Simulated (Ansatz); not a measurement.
**What MgSiS3 (model cell, started as cubic perovskite with Si in the octahedra) distorts into**

Aim: this structure of MgSiS3 (model cell, started as cubic perovskite with Si in the octahedra) is to be tested for unstable modes, and one is followed downhill.

Method: DFT LDA, scalar-relativistic, plane waves, PAW; PAW set soft_1, in Ansatz 0.2.0.

The structure was built from a prototype and need not be the compound's stable phase.

## 1. The structure

The structure is cubic, space group Pm-3m (No. 221). The conventional cell has a = 4.469 Å, b = 4.469 Å, c = 4.469 Å, α = 90.00°, β = 90.00°, γ = 90.00°. Nearest to Mg lie 12 S at 3.16 Å. Si has 6 S at 2.23 Å nearest. S has 2 Si at 2.23 Å and 4 Mg at 3.16 Å nearest. Farther neighbours and most contacts between anions are not listed.

## 2. The dispersion

The cell comes from relaxations at this level that are not shown. Stability and thermal properties need the whole zone. Linear response on a 4×4×4 q mesh gives force constants as far as a supercell of that size would.

input.yaml

```yaml
crystal:
  lattice:
    - [4.4685187904, 0.0, 0.0]
    - [0.0, 4.4685187904, 0.0]
    - [0.0, 0.0, 4.4685187904]
  atoms:
    - { symbol: Mg, position: [0.0, 0.0, 0.0] }
    - { symbol: Si, position: [0.5, 0.5, 0.5] }
    - { symbol: S, position: [0.5, 0.5, 0.0] }
    - { symbol: S, position: [0.5, 0.0, 0.5] }
    - { symbol: S, position: [0.0, 0.5, 0.5] }
kpoints:
  mp_grid: { grid: [8, 8, 8] }
hamiltonian:
  xc: lda
  pseudopotentials: { kind: paw, azcp: { folder: soft_1 }, xc_functional: pbe }
scf:
  occupations: { method: methfessel_paxton, width: 0.2 }
output:
  eigenvalues: true
phonons:
  method: dfpt
  qmesh: [4, 4, 4]
  temperatures: { t_max: 1000, t_step: 50 }
  qpath:
    path:
      - [[0.0, 0.0, 0.0], [0.0, 0.5, 0.0], [0.5, 0.5, 0.0], [0.0, 0.0, 0.0], [0.5, 0.5, 0.5], [0.0, 0.5, 0.0]]
      - [[0.5, 0.5, 0.5], [0.5, 0.5, 0.0]]
    npoints: 10
```

Started as:

```
$ ansatz run input.yaml --threads 4 --pin off --max-ram 16384MiB --backend cpu --events-out ev --progress --plain --runs-dir out
```

Numbers of over 12 decimals in the logs are rounded to 6 here.

The program printed:

```text
Engine: ansatz 0.2.0, aarch64-unknown-linux-gnu
Pseudopotentials: kind: paw
Pseudopotential: Mg, paw, valence charge 10, recommended cutoff 420 eV (normal), soft_1/Mg.paw.azcp
Pseudopotential: Si, paw, valence charge 4, recommended cutoff 420 eV (normal), soft_1/Si.paw.azcp
Pseudopotential: S, paw, valence charge 6, recommended cutoff 420 eV (normal), soft_1/S.paw.azcp
Functional definition: SPW92
  exchange = slater_x
  correlation = pw_c
Crystal: 5 atoms, lattice volume = 89.226 Å³
Basis set: ecut = 420 eV, 1743 PW (Γ), exchange–correlation on 60×60×60 points (8 copies of the dense FFT grid, shifted against one another)
Bands: 21, of which v1, the nominal top of the filled ones, is band 16 counted from 1 (15 counted from 0)
Symmetry: 48 space group operations
k-points: 35 of 512
Non-local potential: Mg, projectors of the file, l = 0: 3, l = 1: 2, l = 2: 1
Non-local potential: Si, projectors of the file, l = 0: 2, l = 1: 2, l = 2: 1
Non-local potential: S, projectors of the file, l = 0: 2, l = 1: 2, l = 2: 1
PAW form: soft (Blöchl's): semilocal exchange-correlation on the pseudo side does not see the compensation charge
PAW frozen core: Mg, regenerated for the run's functional, and the local potential with it (the file was generated under x = pbe(κ = 0.804, μ = 0.219515), c = pbe(β = 0.066725))
PAW frozen core: Si, regenerated for the run's functional, and the local potential with it (the file was generated under x = pbe(κ = 0.804, μ = 0.219515), c = pbe(β = 0.066725))
PAW frozen core: S, regenerated for the run's functional, and the local potential with it (the file was generated under x = pbe(κ = 0.804, μ = 0.219515), c = pbe(β = 0.066725))
PAW one-centre angular grid: Mg, 110 points (default); XC on 64 Gauss nodes
PAW one-centre angular grid: Si, 110 points (default); XC on 64 Gauss nodes
PAW one-centre angular grid: S, 110 points (default); XC on 64 Gauss nodes
Initial density: superposition of atomic densities (chi_scale 0.1, normalization cell, long waves kept (reshape's long-wave potential 0.01 eV rms))
Initial wavefunctions: pseudopotential atomic-orbital guess
Functional: x = slater, c = lda
SCF iter   1: F=—  HF=-5120.434216 eV  |F-HF|=—  |Δ(HF+E_count)|=         —  Δρ=3.31e-2  dr2=7.39e-1  ethr=3.10e-3  ⟨swp⟩=6.6  Hψ=4283  notcnv=0
preconditioner: auto → Kerker (q_TF=auto, 2.300 Å⁻¹)  [metal: Δε(μ)=0.020 eV  Ē_g=9.517 eV  σ=0.200 eV  W_gap=0.08  n_scr=18 (ndim 8)  ℏωp=19.3 eV  f_vac=0.000  D(μ)=2.31/eV (n_scr^D=18)]
SCF iter   2: F=—  HF=-5120.286555 eV  |F-HF|=—  |Δ(HF+E_count)|=   1.48e-1  S|Δr|=    0.00e0  Δρ=1.77e-2  dr2=2.00e-1  ethr=2.31e-3  ⟨swp⟩=1.9  Hψ=1090  notcnv=0  defer=8
SCF iter   3: F=—  HF=-5120.260018 eV  |F-HF|=—  |Δ(HF+E_count)|=   2.65e-2  S|Δr|=    0.00e0  Δρ=2.89e-3  dr2=7.79e-3  ethr=6.26e-4  ⟨swp⟩=2.9  Hψ=1345  notcnv=0  defer=8
SCF iter   4: F=—  HF=-5120.260130 eV  |F-HF|=—  |Δ(HF+E_count)|=   1.12e-4  S|Δr|=    0.00e0  Δρ=6.92e-4  dr2=9.80e-4  ethr=2.43e-5  ⟨swp⟩=2.3  Hψ=979  notcnv=0  defer=8
SCF iter   5: F=—  HF=-5120.259907 eV  |F-HF|=—  |Δ(HF+E_count)|=   2.22e-4  S|Δr|=    0.00e0  Δρ=2.23e-4  dr2=4.34e-5  ethr=3.06e-6  ⟨swp⟩=2.6  Hψ=1225  notcnv=0  defer=8
SCF iter   6: F=—  HF=-5120.259885 eV  |F-HF|=—  |Δ(HF+E_count)|=   2.25e-5  S|Δr|=    0.00e0  Δρ=6.67e-5  dr2=4.47e-6  ethr=1.36e-7  ⟨swp⟩=2.1  Hψ=1219  notcnv=0  defer=8
SCF iter   7: F=—  HF=-5120.259880 eV  |F-HF|=—  |Δ(HF+E_count)|=   4.44e-6  S|Δr|=    0.00e0  Δρ=1.36e-5  dr2=2.43e-7  ethr=1.40e-8  ⟨swp⟩=2.4  Hψ=1230  notcnv=0  defer=8
SCF iter   8: F=—  HF=-5120.259879 eV  |F-HF|=—  |Δ(HF+E_count)|=   8.68e-7  S|Δr|=    0.00e0  Δρ=1.92e-6  dr2=4.03e-9  ethr=7.59e-10  ⟨swp⟩=2.4  Hψ=1287  notcnv=0  defer=11
SCF iter   9: F=—  HF=-5120.259879 eV  |F-HF|=—  |Δ(HF+E_count)|=  1.87e-10  S|Δr|=    0.00e0  Δρ=4.12e-7  dr2=1.99e-10  ethr=1.26e-11  ⟨swp⟩=2.7  Hψ=1215  notcnv=0  defer=11
SCF iter  10: F=-5120.259879 eV  HF=-5120.259879 eV  |F-HF|=0.00e0  |Δ(HF+E_count)|=  1.82e-12  S|Δr|=    0.00e0  Δρ=9.18e-8  dr2=8.74e-12  ethr=1.00e-12  ⟨swp⟩=8.7  Hψ=4236  notcnv=0
SCF 1 converged in 10 iterations: F = -5120.259879 eV  dr2 = 8.74e-12
  greatest PAW one-centre occupation: 1.000 electrons in one spin orbital (limit 2), on the Mg atom at site 0 (counted from 0), in its partial waves of l = 0
Initial density: read from a saved state, or passed on in memory by an earlier SCF of this step, an earlier step, the calling program or the single point that the run made first
iter 1 solved again at ethr=9.37e-7 eV; its pass at ethr=3.10e-3 eV (dr2=3.00e-4 eV) is discarded
SCF iter   1: F=—  HF=-5120.259877 eV  |F-HF|=—  |Δ(HF+E_count)|=         —  Δρ=3.27e-6  dr2=1.16e-8  ethr=9.37e-7  ⟨swp⟩=3.5  Hψ=6173  notcnv=0
eigensolver tolerance schedule: the retry pair's looser diagonalisation over-reported the residual by 25916.32 of it (diagonalisation noise at an unbounded share of the residual, at the tolerance the schedule requests for it); recorded, not acted on — ethr = c·dr2/N_el stays at c = 1.0e-1
preconditioner: auto → Resta (q_TF=auto, 2.300 Å⁻¹)  ε∞=5.2  [insulator: Δε(μ)=0.138 eV  Ē_g=9.415 eV  σ=0.200 eV  W_gap=0.53  n_scr=18 (ndim 8)  ℏωp=19.3 eV  f_vac=0.000  D(μ)=1.71/eV (n_scr^D=6)  ε∞_Penn≈5.2]
SCF iter   2: F=—  HF=-5120.259879 eV  |F-HF|=—  |Δ(HF+E_count)|=   2.49e-6  S|Δr|=    0.00e0  Δρ=2.16e-6  dr2=5.27e-9  ethr=3.62e-11  ⟨swp⟩=4.7  Hψ=2199  notcnv=0
SCF iter   3: F=—  HF=-5120.259879 eV  |F-HF|=—  |Δ(HF+E_count)|=   1.21e-9  S|Δr|=    0.00e0  Δρ=1.26e-6  dr2=1.73e-9  ethr=1.65e-11  ⟨swp⟩=1.1  Hψ=764  notcnv=0
SCF iter   4: F=—  HF=-5120.259879 eV  |F-HF|=—  |Δ(HF+E_count)|=  4.50e-10  S|Δr|=    0.00e0  Δρ=6.42e-7  dr2=4.34e-10  ethr=5.42e-12  ⟨swp⟩=1.5  Hψ=909  notcnv=0
SCF iter   5: F=—  HF=-5120.259879 eV  |F-HF|=—  |Δ(HF+E_count)|=  1.09e-10  S|Δr|=    0.00e0  Δρ=3.19e-7  dr2=1.05e-10  ethr=1.36e-12  ⟨swp⟩=1.7  Hψ=897  notcnv=0
SCF iter   6: F=—  HF=-5120.259879 eV  |F-HF|=—  |Δ(HF+E_count)|=  2.91e-11  S|Δr|=    0.00e0  Δρ=1.44e-7  dr2=2.35e-11  ethr=1.00e-12  ⟨swp⟩=1.0  Hψ=735  notcnv=0
SCF iter   7: F=—  HF=-5120.259879 eV  |F-HF|=—  |Δ(HF+E_count)|=    0.00e0  S|Δr|=    0.00e0  Δρ=1.45e-7  dr2=2.23e-11  ethr=1.00e-12  ⟨swp⟩=3.2  Hψ=1796  notcnv=0
SCF iter   8: F=-5120.259879 eV  HF=-5120.259879 eV  |F-HF|=7.28e-12  |Δ(HF+E_count)|=  5.46e-12  S|Δr|=    0.00e0  Δρ=9.60e-8  dr2=9.86e-12  ethr=1.00e-12  ⟨swp⟩=1.0  Hψ=1612  notcnv=0
SCF 2 converged in 8 iterations: F = -5120.259879 eV  dr2 = 9.86e-12
phonons: the bands overlap, so this run is a metal and interpolates without the dipole-dipole term. If the crystal is really an insulator or semiconductor, its LO-TO splitting is missing
NSCF: frozen V_eff on 35 k-points
NSCF: frozen V_eff on 125 k-points
DFPT response loops at q = (0, 0, 0) (fractional): preconditioner auto → Kerker (q_TF=auto, 2.300 Å⁻¹) (partly filled bands, converged f_vac=0.000); β = 1.00, the filter's whole step (`scf.mixing.beta` (0.50) is not read by the response loops under this deck's `scf.mixing.preconditioner`; to damp them name `kerker` or `kerker_dos`, under which they read `scf.mixing.beta`, and type it under 1.00, their step now; both keys bind the ground state too); Broyden in place of MSR1
NSCF: frozen V_eff on 400 k-points
DFPT response loops at q = (0, 0, 0.25) (fractional): mixed as the last ones told, above
NSCF: frozen V_eff on 250 k-points
DFPT response loops at q = (0, 0, -0.5) (fractional): mixed as the last ones told, above
NSCF: frozen V_eff on 640 k-points
DFPT response loops at q = (0, 0.25, 0.25) (fractional): mixed as the last ones told, above
NSCF: frozen V_eff on 400 k-points
DFPT response loops at q = (0, 0.25, -0.5) (fractional): mixed as the last ones told, above
NSCF: frozen V_eff on 250 k-points
DFPT response loops at q = (0, -0.5, -0.5) (fractional): mixed as the last ones told, above
NSCF: frozen V_eff on 1024 k-points
DFPT response loops at q = (0.25, 0.25, 0.25) (fractional): mixed as the last ones told, above
NSCF: frozen V_eff on 640 k-points
DFPT response loops at q = (0.25, 0.25, -0.5) (fractional): mixed as the last ones told, above
NSCF: frozen V_eff on 400 k-points
DFPT response loops at q = (0.25, -0.5, -0.5) (fractional): mixed as the last ones told, above
NSCF: frozen V_eff on 250 k-points
DFPT response loops at q = (-0.5, -0.5, -0.5) (fractional): mixed as the last ones told, above
SCF converged after 10 iterations
Stability not checked: this state was not tested for a lower state beside it, because cold or Methfessel-Paxton smearing, or corrected tetrahedra, fill the levels in a way that the test cannot read (fill_not_monotonic; see scf.lower_state_search)
Free energy (F): -5120.259879 eV
Harris-Foulkes:  -5120.259879 eV  (|F-HF|=0.00e0)
Internal energy: -5120.262792 eV  (E = F + TS)
E sigma→0 (E₀):  -5120.260607 eV
Entropy (-TS):   0.002912 eV (0.582 meV/atom)
Fermi energy:    7.276201 eV
--- Per-component energies (eV) ---
  E_band       = -327.546742
  E_kinetic    = 437.156317
  E_local      = -2018.316509  (includes V_loc(G=0)·N_el)
  E_nonlocal   = 325.344380
  E_hartree    = 671.864803
  E_xc         = -349.665909
  E_vxc        = -334.636893  (∫ρ·V_xc dr)
  E_paw        = -2497.066767  (= ΣΔE_a)
  E_vpaw       = -80.823545  (= ΣTr[D̂ρ^β])
  E_aug_tail   = -0.000111  (compensation charges beyond the density's cutoff)
  E_ewald      = -1690.273399
  E_core_change = 0.694403  (= ΣΔE_core)
  E_smearing   = 0.002912  (= −TS)
  E_closure    = 0.000000  (closes the sum)
  Σ components = -5120.259879   (vs F -5120.259879, Δ=0.00e0)
--- Band table (eV; the first three rows and the last of 35) ---
  k-point 0: bands = [... 12 lower, 6.0030, 6.0030, 6.1034, 6.1034, 6.1034, 8.4819, 11.3011, 11.3011, ... 1 higher]
  k-point 1: bands = [... 12 lower, 5.7496, 5.7496, 5.8485, 6.0814, 6.0814, 9.0371, 11.3721, 11.7657, ... 1 higher]
  k-point 2: bands = [... 12 lower, 5.1452, 5.4216, 5.5164, 6.1221, 6.1221, 10.0278, 11.5644, 11.8511, ... 1 higher]
  k-point 34: bands = [... 12 lower, 5.2964, 6.6452, 7.8567, 7.8567, 7.8567, 9.8438, 9.8438, 9.8438, ... 1 higher]
--- Phonons (Γ-DFPT): 4 representative perturbations + reference (Σ response iterations 12) ---
  ASR residual: 4.317e-5 → 0.000e0 eV/Å²; symmetrization residual: 7.060e-6 eV/Å²
  ASR residual per site (eV/Å²): 4.32e-5 1.12e-5 1.25e-5 1.25e-5 1.25e-5
  Γ frequencies (cm⁻¹): -229.69 -229.69 -229.69 -179.10 -179.10 -179.10 -19.60 -19.60 -19.60 0.00 0.00 0.00 409.31 409.31 409.31
--- Phonons (arbitrary-q DFPT): 10 irreducible q on the 4×4×4 mesh ---
  q = [0.0000, 0.0000, 0.0000] (star 1, of the zone-centre solve; hermiticity 1.02e-6, symmetrization 4.99e-13): -229.69 -229.69 -229.69 -179.10 -179.10 -179.10 -19.60 -19.60 -19.60 0.00 0.00 0.00 409.31 409.31 409.31
  q = [0.0000, 0.0000, 0.2500] (star 6, 9 solved perturbations in 1560 linear systems a pass and spin channel, the states on 200 of 512 k-point pairs; hermiticity 8.04e-7, symmetrization 3.07e-13): -239.07 -176.43 -176.43 -167.86 -161.91 -161.91 -18.29 -14.13 -14.13 68.96 68.96 202.44 393.15 406.12 406.12
  q = [0.0000, 0.0000, -0.5000] (star 3, 9 solved perturbations in 975 linear systems a pass and spin channel, the states on 125 of 512 k-point pairs; hermiticity 8.20e-7, symmetrization 3.35e-13): -264.10 -171.69 -171.69 -151.34 -127.05 -127.05 -51.31 -28.87 -28.87 91.45 91.45 324.76 365.33 405.67 405.67
  q = [0.0000, 0.2500, 0.2500] (star 12, 9 solved perturbations in 2460 linear systems a pass and spin channel, the states on 320 of 512 k-point pairs; hermiticity 7.50e-7, symmetrization 4.97e-14): -211.53 -190.41 -168.36 -161.57 -134.25 -129.45 -46.30 -39.65 28.39 98.10 214.97 222.51 372.54 402.48 409.64
  q = [0.0000, 0.2500, -0.5000] (star 12, 15 solved perturbations on 200 of 512 k-point pairs; hermiticity 6.49e-7, symmetrization 2.71e-14): -235.78 -202.96 -163.25 -156.38 -119.12 -81.78 -67.44 -54.10 64.60 117.00 233.21 339.56 346.65 401.58 404.80
  q = [0.0000, -0.5000, -0.5000] (star 3, 9 solved perturbations in 975 linear systems a pass and spin channel, the states on 125 of 512 k-point pairs; hermiticity 7.14e-7, symmetrization 1.75e-13): -231.26 -201.52 -201.52 -114.60 -114.60 -109.71 -26.89 -26.89 113.40 135.21 325.12 348.67 348.67 395.82 397.89
  q = [0.2500, 0.2500, 0.2500] (star 8, 4 solved perturbations in 1376 linear systems a pass and spin channel, the states on 512 of 512 k-point pairs; hermiticity 6.28e-7, symmetrization 9.09e-14): -204.05 -196.05 -196.05 -154.89 -154.89 -101.72 -51.16 76.64 76.64 227.06 227.06 242.10 367.95 367.95 422.64
  q = [0.2500, 0.2500, -0.5000] (star 12, 9 solved perturbations in 2460 linear systems a pass and spin channel, the states on 320 of 512 k-point pairs; hermiticity 6.65e-7, symmetrization 4.96e-14): -227.23 -221.93 -188.65 -162.42 -148.83 -117.64 84.65 86.51 108.57 239.05 250.07 339.21 351.42 368.61 427.60
  q = [0.2500, -0.5000, -0.5000] (star 6, 9 solved perturbations in 1560 linear systems a pass and spin channel, the states on 200 of 512 k-point pairs; hermiticity 5.43e-7, symmetrization 8.91e-14): -233.89 -221.14 -221.14 -154.21 -154.21 -140.26 118.72 118.72 132.97 256.80 321.67 349.58 360.07 360.07 427.40
  q = [-0.5000, -0.5000, -0.5000] (star 1, 4 solved perturbations in 350 linear systems a pass and spin channel, the states on 125 of 512 k-point pairs; hermiticity 2.81e-8, symmetrization 4.28e-13): -237.57 -237.57 -237.57 -159.51 -159.51 -159.51 147.96 147.96 147.96 322.88 322.88 369.52 369.52 369.52 426.64
  sum rule: each row above includes the acoustic sum rule's correction from the zone centre's row sums; it moved no ω² by more than (0.70 cm⁻¹)²
  mesh force constants: q→R imaginary residual 4.51e-19; ASR residual 4.317e-5 → 0.000e0 eV/Å²; symmetrization residual 2.665e-14 eV/Å²
  interpolated dispersion: 62 rows × 15 modes
  density of states and harmonic sums: on the 16×16×16 q-mesh, interpolated from the force constants of a 4×4×4 supercell (no non-analytic term)
  largest difference from the sums on the solved wave vectors: F 6.78e-2 eV, S 8.79e-5 and C_V 2.02e-5 eV/K
  zero-point energy: 0.122477 eV/cell   skipped modes (ω ≤ 0): 1211, of them read as no rigid motion or as one in doubt: 1208 (7.250e0 modes/cell left out, lowest -264.10 cm⁻¹)   left out of the sums: 4.83e-1 of the cell's modes: C_V's classical limit lies that fraction below 3 k_B per atom; for a crystal, a wire or a layer, F and S can be off by more, and a phonons.interpolated_qmesh denser along its periods is the remedy for the sampling
```

Wall time 9.3 min (4 threads of Arm Neoverse V1, shared host); peak memory 2.1 GiB; 37 min of CPU time.

Numbers from this step:

```yaml
volume_per_atom: 17.85 Å³
gap_on_the_k_mesh: 0 eV
sum_rule_residual_before_enforcement: 4.32e-5 eV/Å²
lowest_frequency_on_the_path: -264.1 cm⁻¹
point_group: m-3m
highest_frequency_on_the_path_or_at_a_solved_wavevector: 431.7 cm⁻¹
highest_optical_mode_at_the_zone_centre_no_lo_to_term: 409.3 cm⁻¹
lowest_optical_zone_centre_mode: -229.7 cm⁻¹
lowest_mode_on_the_q_mesh_acoustic_modes_at_gamma_apart: -264.1 cm⁻¹
```

Frequencies (cm⁻¹) solved at each irreducible wavevector; negative means imaginary. Frequencies by wavevector, by row:

```
q in reciprocal lattice units  star  mode 1  mode 2  mode 3  mode 4  mode 13  mode 14  mode 15
                        0 0 0     1  -229.7  -229.7  -229.7  -179.1    409.3    409.3    409.3
                     0 0 0.25     6  -239.1  -176.4  -176.4  -167.9    393.1    406.1    406.1
                     0 0 -0.5     3  -264.1  -171.7  -171.7  -151.3    365.3    405.7    405.7
                  0 0.25 0.25    12  -211.5  -190.4  -168.4  -161.6    372.5    402.5    409.6
                  0 0.25 -0.5    12  -235.8    -203  -163.2  -156.4    346.6    401.6    404.8
                  0 -0.5 -0.5     3  -231.3  -201.5  -201.5  -114.6    348.7    395.8    397.9
               0.25 0.25 0.25     8  -204.1  -196.1  -196.1  -154.9    367.9    367.9    422.6
               0.25 0.25 -0.5    12  -227.2  -221.9  -188.7  -162.4    351.4    368.6    427.6
               0.25 -0.5 -0.5     6  -233.9  -221.1  -221.1  -154.2    360.1    360.1    427.4
               -0.5 -0.5 -0.5     1  -237.6  -237.6  -237.6  -159.5    369.5    369.5    426.6
```

Interpolated from a 4×4×4 q mesh. Phonon branches along the path, in cm⁻¹:

```
    point  branch 1  branch 2  branch 3  branch 4  branch 12  branch 13  branch 14  branch 15
        Γ      -230      -230      -230      -179          0        409        409        409
  halfway      -239      -176      -176      -168        202        393        406        406
        X      -264      -172      -172      -151        325        365        406        406
  halfway      -236      -203      -163      -156        340        347        402        405
        M      -231      -202      -202      -115        349        349        396        398
  halfway      -212      -190      -168      -162        222        372        402        410
        Γ      -230      -230      -230      -179          0        409        409        409
  halfway      -204      -196      -196      -155        242        368        368        423
        R      -238      -238      -238      -160        370        370        370        427
  halfway      -227      -222      -189      -162        339        351        369        428
        X      -264      -172      -172      -151        325        365        406        406
jump to R      -238      -238      -238      -160        370        370        370        427
  halfway      -234      -221      -221      -154        350        360        360        427
        M      -231      -202      -202      -115        349        349        396        398
```

Symmetry leaves 10 wavevectors to solve. The lowest mode among them, the acoustic zeros apart, lies at q = (0, 0, -0.5) and is imaginary, 264.1i cm⁻¹, so the energy falls along it.

[end of part 1 of 3]

[Logs are printed without paths, hosts, clocks, repeated set-up lines and the standing remarks that a program may print on its own settings, such as how far it seeks lower states.]

[Hosts, paths, dates, database ids (printed as entryN), source tags and the programs' standing remarks are cut or masked in the printed files.]
